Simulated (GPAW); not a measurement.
# Core-hole calculation of the Fe K edge in Fe3C (P6_322)

What does one-electron theory with a core hole give for the Fe K edge of Fe3C (P6_322)?

Method: X-ray absorption from dipole matrix elements to empty bands, plane-wave PAW LDA, in GPAW 26.7.0.

## 1. The structure

Symmetry: P6_322, No. 182, hexagonal system. Conventional cell: a = 4.662 Å, b = 4.662 Å, c = 4.318 Å, α = 90.00°, β = 90.00°, γ = 120.00°. Nearest to Fe lie 2 C at 1.93 Å. C has 6 Fe at 1.93 Å nearest. Farther neighbours are not listed.

Coordinates:

```xyz
8
Lattice="4.6619 0.0000 0.0000 -2.3310 4.0374 0.0000 0.0000 0.0000 4.3183" Properties=species:S:1:pos:R:3 pbc="T T T"
Fe    1.4740    0.0000    0.0000
Fe    0.7370    1.2765    2.1591
Fe    3.1879    0.0000    2.1591
Fe    1.5940    2.7608    0.0000
Fe   -0.7370    1.2765    0.0000
Fe   -1.5940    2.7608    2.1591
C     0.0000    2.6916    1.0796
C     2.3310    1.3458    3.2387
```

## 2. Ground state of the crystal

The ground state comes first: it tells whether the system has a gap, which decides how the excited electron is treated.

Input file scf.py:

```python
import numpy as np
from ase import Atoms
from ase.parallel import parprint, paropen
from gpaw import GPAW, PW, FermiDirac, Mixer, MixerDif, setup_paths
from gpaw.test import gen
setup_paths.insert(0, '.')
gen('Fe', name='nch1s', xcname='LDA', corehole=(1, 0, 0), write_xml=True)
from gpaw.mpi import world
world.barrier()

atoms = Atoms('Fe6C2',
    cell=[[4.66193467, 0, 0],
     [-2.33096734, 4.03735386, 0],
     [0, 0, 4.31826627]],
    scaled_positions=[[0.31617474, 0, 0],
     [0.31617474, 0.31617474, 0.5],
     [0.68382526, 0, 0.5],
     [0.68382526, 0.68382526, 0],
     [0, 0.31617474, 0],
     [0, 0.68382526, 0.5],
     [0.33333333, 0.66666667, 0.25],
     [0.66666667, 0.33333333, 0.75]],
    magmoms=[4.0, 4.0, 4.0, 4.0, 4.0, 4.0, 0.0, 0.0],
    pbc=True)
atoms.calc = calc = GPAW(legacy_gpaw=True, mode=PW(430), xc='LDA', setups={0: 'nch1s'},
    kpts={'size': (5, 5, 5), 'gamma': True}, occupations=FermiDirac(0.05),
    charge=0, mixer=MixerDif(0.05, 8, 50), maxiter=150,
    convergence={'density': 0.0001}, txt='scf.txt')
energy = atoms.get_potential_energy() + calc.get_reference_energy()
ef = calc.get_fermi_level()
out = dict(energy=energy, fermi=ef, forces=atoms.get_forces().tolist(), magmoms=atoms.get_magnetic_moments().tolist())
parprint(f'all-electron energy {energy:.4f} eV, Fermi level {ef:.4f} eV')
ev = np.array([[calc.get_eigenvalues(k, s) for k in range(len(calc.get_ibz_k_points()))] for s in range(calc.get_number_of_spins())])
out['homo'], out['lumo'], out['counts'] = ev[ev < ef].max(), ev[ev > ef].min(), sorted(set((ev < ef).sum((0, 2)).tolist()))
out['filled'] = (ev[:, 0] < ef).sum(1).tolist()
import json
with paropen('out.json', 'w') as f:
    json.dump(out, f)
```

Command:

```bash
> OMP_NUM_THREADS=1 mpirun -n 4 gpaw python scf.py
```

Numbers of over 12 decimals in the logs are rounded to 6 here.

The program printed:

```text
Input parameters:
  convergence: {density: 0.0001}
  kpts: {gamma: True,
         size: (5, 5, 5)}
  maxiter: 150
  mixer: {backend: pulay,
          beta: 0.05,
          method: difference,
          nmaxold: 8,
          weight: 50}
  mode: {ecut: 430.0,
         name: pw}
  occupations: {fixmagmom: False,
                name: fermi-dirac,
                width: 0.05}
  setups: {0: nch1s}

Initialize ...

[... PAW data sets ...]

Reference energy: -209385.241296  # eV

Spin-polarized calculation.
Initial magnetic moment: 24.000000

[... convergence settings ...]
Symmetries present (total): 1
  [... symmetry matrices ...]

125 k-points: 5 x 5 x 5 Monkhorst-Pack grid
63 k-points in the irreducible part of the Brillouin zone
       k-points in crystal coordinates                weights
   0:     0.00000000    0.00000000    0.00000000          1/125
   1:     0.00000000    0.00000000    0.20000000          2/125
   2:     0.00000000    0.00000000    0.40000000          2/125
   3:     0.00000000    0.20000000   -0.40000000          2/125
   4:     0.00000000    0.20000000   -0.20000000          2/125
   5:     0.00000000    0.20000000    0.00000000          2/125
   6:     0.00000000    0.20000000    0.20000000          2/125
   7:     0.00000000    0.20000000    0.40000000          2/125
   8:     0.00000000    0.40000000   -0.40000000          2/125
   9:     0.00000000    0.40000000   -0.20000000          2/125
          ...
  62:     0.40000000    0.40000000    0.40000000          2/125

Wave functions: Plane wave expansion
  Cutoff energy: 430.000 eV
  Number of coefficients (min, max): 1640, 1668
  Pulay-stress correction: 0.000000 eV/Ang^3 (de/decut=0.000000)
  Using FFTW library
  Wavefunction extrapolation:
    Improved wavefunction reuse through dual PAW basis

Occupation numbers: Fermi-Dirac:
  width: 0.0500  # eV

Eigensolver
   Davidson(niter=2)

Densities:
  Coarse grid: 24*24*21 grid
  Fine grid: 48*48*42 grid
  Total Charge: 0.000000

Density mixing:
  Method: difference
  Backend: pulay
  Linear mixing parameter: 0.05
  old densities: 8
  Width of damping distribution: 1.1
  Damping of long wavelength oscillations: 50

[... Hamiltonian set-up ...]
Number of atoms: 8
Number of atomic orbitals: 62
Number of bands in calculation: 52
Number of valence electrons: 56
Bands to converge: occupied

... initialized

Initializing position-dependent things.

Density initialized from atomic densities
Creating initial wave functions:
  52 bands from LCAO basis set

         Fe       C
             CFe
                   Fe
                 Fe
          Fe   Fe

Atomic positions and initial magnetic moments

Positions:
   0 Fe     1.473986    0.000000    0.000000    ( 0.0000,  0.0000,  4.0000)
   1 Fe     0.736993    1.276509    2.159133    ( 0.0000,  0.0000,  4.0000)
   2 Fe     3.187949    0.000000    2.159133    ( 0.0000,  0.0000,  4.0000)
   3 Fe     1.593974    2.760845    0.000000    ( 0.0000,  0.0000,  4.0000)
   4 Fe    -0.736993    1.276509    0.000000    ( 0.0000,  0.0000,  4.0000)
   5 Fe    -1.593974    2.760845    2.159133    ( 0.0000,  0.0000,  4.0000)
   6 C     -0.000000    2.691569    1.079567    ( 0.0000,  0.0000,  0.0000)
   7 C      2.330967    1.345785    3.238700    ( 0.0000,  0.0000,  0.0000)

Unit cell:
           periodic     x           y           z      points  spacing
  1. axis:    yes    4.661935    0.000000    0.000000    24     0.1682
  2. axis:    yes   -2.330967    4.037354    0.000000    24     0.1682
  3. axis:    yes    0.000000    0.000000    4.318266    21     0.2056

  Lengths:   4.661935   4.661935   4.318266
  Angles:   90.000000  90.000000 120.000000

Effective grid spacing dv^(1/3) = 0.1887

iter:   1   -78.990333                   +24.0330
iter:   2   -80.715347   -0.53  -1.22    +17.7148
iter:   3   -80.136889   -1.53  -1.28    +13.0154
[...]
iter:  13   -80.346795c  -4.20  -3.11    +10.8157
iter:  14   -80.346841c  -4.47  -3.42    +10.8194
iter:  15   -80.346842c  -4.96  -3.51    +10.8179
iter:  16   -80.346930c  -4.54  -3.49    +10.8169
iter:  17   -80.346969c  -4.78  -3.48    +10.8168
iter:  18   -80.346770c  -5.09  -3.44    +10.8160
iter:  19   -80.346734c  -4.81  -3.73    +10.8159
iter:  20   -80.346737c  -5.00  -4.10c   +10.8162
iter:  21   -80.346737c  -5.19  -4.31c   +10.8180
iter:  22   -80.346741c  -5.46  -4.41c   +10.8174
iter:  23   -80.346741c  -5.85  -4.47c   +10.8176
iter:  24   -80.346740c  -6.33  -4.50c   +10.8176
iter:  25   -80.346741c  -6.79  -4.58c   +10.8176
iter:  26   -80.346740c  -6.87  -4.73c   +10.8176
iter:  27   -80.346741c  -6.67  -4.95c   +10.8177
iter:  28   -80.346741c  -7.16  -5.16c   +10.8177
iter:  29   -80.346741c  -7.63c -5.36c   +10.8177

Converged after 29 iterations.

Dipole moment: (-0.000000, -0.000000, -0.000000) |e|*Ang

Total magnetic moment: (0.000000, 0.000000, 10.817721)
Local magnetic moments:
   0 Fe ( 0.000000,  0.000000,  1.836350)
   1 Fe ( 0.000000,  0.000000,  1.836243)
   2 Fe ( 0.000000,  0.000000,  1.836295)
   3 Fe ( 0.000000,  0.000000,  1.836298)
   4 Fe ( 0.000000,  0.000000,  1.836298)
   5 Fe ( 0.000000,  0.000000,  1.836243)
   6 C  ( 0.000000,  0.000000, -0.068489)
   7 C  ( 0.000000,  0.000000, -0.068489)

Energy contributions relative to reference atoms: (reference = -209385.241296)

Kinetic:        +36.806060
Potential:      -33.722123
External:        +0.000000
XC:             -84.348597
Entropy (-ST):   -0.065682
Local:           +0.950760
SIC:             +0.000000
--------------------------
Free energy:    -80.379582
Extrapolated:   -80.346741

Spin contamination: 0.392365 electrons
Showing only first 2 kpts
                      Up                     Down
 Kpt  Band  Eigenvalues  Occupancy  Eigenvalues  Occupancy
  0    26      8.80804    1.00000     10.67471    0.00000
  0    27      8.80804    1.00000     10.71328    0.00000
  0    28      8.91251    1.00000     10.71343    0.00000
  0    29      9.00829    1.00000     10.95119    0.00000

  1    26      8.71636    1.00000     10.45484    0.00001
  1    27      8.75131    1.00000     10.60919    0.00000
  1    28      8.75317    1.00000     10.65884    0.00000
  1    29      8.85951    1.00000     10.72920    0.00000

Fermi level: 9.89806

No gap
No difference between direct/indirect transitions

Forces in eV/Ang:
  0 Fe    0.38683    0.00000   -0.00000
  1 Fe    0.19351    0.33510    0.00002
  2 Fe   -0.38683   -0.00000   -0.00000
  3 Fe   -0.19351   -0.33509    0.00002
  4 Fe   -0.19351    0.33509   -0.00002
  5 Fe    0.19351   -0.33510   -0.00002
  6 C     0.00000   -0.00005   -0.00111
  7 C    -0.00000    0.00005    0.00111
Scalar-relativistic atomic LDA calculation for Fe (Iron, Z=26)
Core hole in 1s state (1s occupation: 2.0)
600 radial gridpoints.
|------------------------------------------------|
|------------------------------------------------|
[... the atom generator's iteration count ...]

Energy contributions:
-------------------------
Kinetic:    +1284.264080
XC:           -53.235167
Potential:  -2501.009771
-------------------------
Total:      -1269.980858

state      eigenvalue         ekin         rmax
-----------------------------------------------
1s^2.0 :  -256.537163   333.052433        0.038
2s^2.0 :   -30.049693    60.753742        0.223
2p^6.0 :   -25.651450    59.336601        0.180
3s^2.0 :    -3.435663    13.232265        0.701
3p^6.0 :    -2.202535    11.546501        0.712
3d^6.0 :    -0.284898     7.086297        0.707
4s^2.0 :    -0.201423     1.185406        2.391
4p^0.0 :    -0.052601     0.544936        3.296
-----------------------------------------------
(units: Bohr and Hartree)

Generating PAW setup
Kinetic energy of the core from tauc = 1248.722333274889
Cutoffs:
rc(s)=2.200
rc(p)=2.000
rc(d)=2.000
rc(vbar)=1.800
rc(comp)=2.000
rc(nct)=2.200

Kinetic energy of the core states: 1239.375486
Charge: 0.0
Core electrons: 18.0
Valence electrons: 8.0
Pseudo-core charge: 0.898909
Shape function alpha=2.500
Pseudo-electron charge 4.996357
state    eigenvalue         norm
--------------------------------
4s(2) :    -0.201423     1.027602
*s    :     0.798577
4p(0) :    -0.052601     0.991270
*p    :     0.947399
3d(6) :    -0.284898     0.340374
*d    :     0.715102
--------------------------------

Diagonalizing with gridspacing h=0.050

state   all-electron     PAW
-------------------------------
4s:      -0.201423    -0.201507
4p:      -0.052601    -0.052622
3d:      -0.284898    -0.285412
*f:                    0.070434
-------------------------------
all-electron energy -209465.5880 eV, Fermi level 9.8981 eV
```

Elapsed: 1.9 min, on 4 MPI ranks of Arm Neoverse V2, shared host; peak memory 0.33 GiB; 7.6 min of CPU time.

The mesh shows no gap, so the system is treated as a metal and the core electron is put at the Fermi level (neutral cell).

Site moments (μB): 1.84, 1.84, 1.84, 1.84, 1.84, 1.84, -0.07, -0.07.

## 3. Supercell without a hole, the energy reference

The photon energy needs a difference of total energies, so the cell and mesh of the coming hole run are first run without a hole.

Input file scf.py:

```python
import numpy as np
from ase import Atoms
from ase.parallel import parprint, paropen
from gpaw import GPAW, PW, FermiDirac, Mixer, MixerDif, setup_paths
from gpaw.test import gen
setup_paths.insert(0, '.')
gen('Fe', name='nch1s', xcname='LDA', corehole=(1, 0, 0), write_xml=True)
from gpaw.mpi import world
world.barrier()

atoms = Atoms('Fe18C6',
    cell=[[-2.33096734, -4.03735386, 4.31826627],
     [4.66193467, 0, 4.31826627],
     [-2.33096734, 4.03735386, 4.31826627]],
    scaled_positions=[[0.89460842, 0.21078316, 0.89460842],
     [0.22794175, 0.5441165, 0.22794175],
     [0.56127509, 0.87744983, 0.56127509],
     [0.9558835, 0.27205825, 0.27205825],
     [0.28921684, 0.60539158, 0.60539158],
     [0.62255017, 0.93872491, 0.93872491],
     [0.93872491, 0.62255017, 0.93872491],
     [0.27205825, 0.9558835, 0.27205825],
     [0.60539158, 0.28921684, 0.60539158],
     [0.5441165, 0.22794175, 0.22794175],
     [0.87744983, 0.56127509, 0.56127509],
     [0.21078316, 0.89460842, 0.89460842],
     [0.89460842, 0.89460842, 0.21078316],
     [0.22794175, 0.22794175, 0.5441165],
     [0.56127509, 0.56127509, 0.87744983],
     [0.93872491, 0.93872491, 0.62255017],
     [0.27205825, 0.27205825, 0.9558835],
     [0.60539158, 0.60539158, 0.28921684],
     [0.75, 0.08333333, 0.41666667],
     [0.08333333, 0.41666667, 0.75],
     [0.41666667, 0.75, 0.08333333],
     [0.91666667, 0.58333333, 0.25],
     [0.25, 0.91666667, 0.58333333],
     [0.58333333, 0.25, 0.91666667]],
    magmoms=[4.0, 4.0, 4.0, 4.0, 4.0, 4.0, 4.0, 4.0, 4.0, 4.0, 4.0, 4.0, 4.0, 4.0, 4.0, 4.0, 4.0, 4.0, 0.0, 0.0, 0.0, 0.0, 0.0, 0.0],
    pbc=True)
atoms.calc = calc = GPAW(legacy_gpaw=True, mode=PW(430), xc='LDA', setups={0: 'nch1s'},
    kpts={'size': (3, 3, 3), 'gamma': True}, occupations=FermiDirac(0.1),
    charge=0, mixer=MixerDif(0.05, 8, 50), maxiter=150,
    convergence={'density': 0.0001}, txt='scf.txt')
energy = atoms.get_potential_energy() + calc.get_reference_energy()
ef = calc.get_fermi_level()
out = dict(energy=energy, fermi=ef, forces=atoms.get_forces().tolist(), magmoms=atoms.get_magnetic_moments().tolist())
parprint(f'all-electron energy {energy:.4f} eV, Fermi level {ef:.4f} eV')
ev = np.array([[calc.get_eigenvalues(k, s) for k in range(len(calc.get_ibz_k_points()))] for s in range(calc.get_number_of_spins())])
out['homo'], out['lumo'], out['counts'] = ev[ev < ef].max(), ev[ev > ef].min(), sorted(set((ev < ef).sum((0, 2)).tolist()))
out['filled'] = (ev[:, 0] < ef).sum(1).tolist()
import json
with paropen('out.json', 'w') as f:
    json.dump(out, f)
```

The program printed:

```text
Input parameters:
  convergence: {density: 0.0001}
  kpts: {gamma: True,
         size: (3, 3, 3)}
  maxiter: 150
  mixer: {backend: pulay,
          beta: 0.05,
          method: difference,
          nmaxold: 8,
          weight: 50}
  mode: {ecut: 430.0,
         name: pw}
  occupations: {fixmagmom: False,
                name: fermi-dirac,
                width: 0.1}
  setups: {0: nch1s}

Initialize ...

[...]
*s    :     0.798577
4p(0) :    -0.052601     0.991270
*p    :     0.947399
3d(6) :    -0.284898     0.340374
*d    :     0.715102
--------------------------------

Diagonalizing with gridspacing h=0.050

state   all-electron     PAW
-------------------------------
4s:      -0.201423    -0.201507
4p:      -0.052601    -0.052622
3d:      -0.284898    -0.285412
*f:                    0.070434
-------------------------------
all-electron energy -628396.8105 eV, Fermi level 9.8862 eV
[key lines of the parts left out:]
Converged after 27 iterations.
Dipole moment: (-0.000003, -0.000004, 66.407684) |e|*Ang
Free energy:   -241.439004
Fermi level: 9.88615
```

It took 5.3 min on 4 MPI ranks; peak memory 0.69 GiB; 21 min of CPU time.

Reference energy: -628396.811 eV with the cores included.

(Continued in part 2 of 3.)

[Banner, clock and machine lines of the logs are left out without a mark of their own.]

[Logs are printed without paths, hosts, clocks, repeated set-up lines and the standing remarks that a program may print on its own settings, such as how far it seeks lower states.]

[Hosts, paths, dates, database ids (printed as entryN), source tags and the programs' standing remarks are cut or masked in the printed files.]

[Lists of maxima count a maximum above −3 eV only where it reaches 4 % of the highest in the window and stands out from its surroundings by 2 % of it (1.5 % where it reaches 55 %); shoulders and weaker maxima are passed over, and of the rest the first, up to two pre-edge ones and the few strongest are named.]
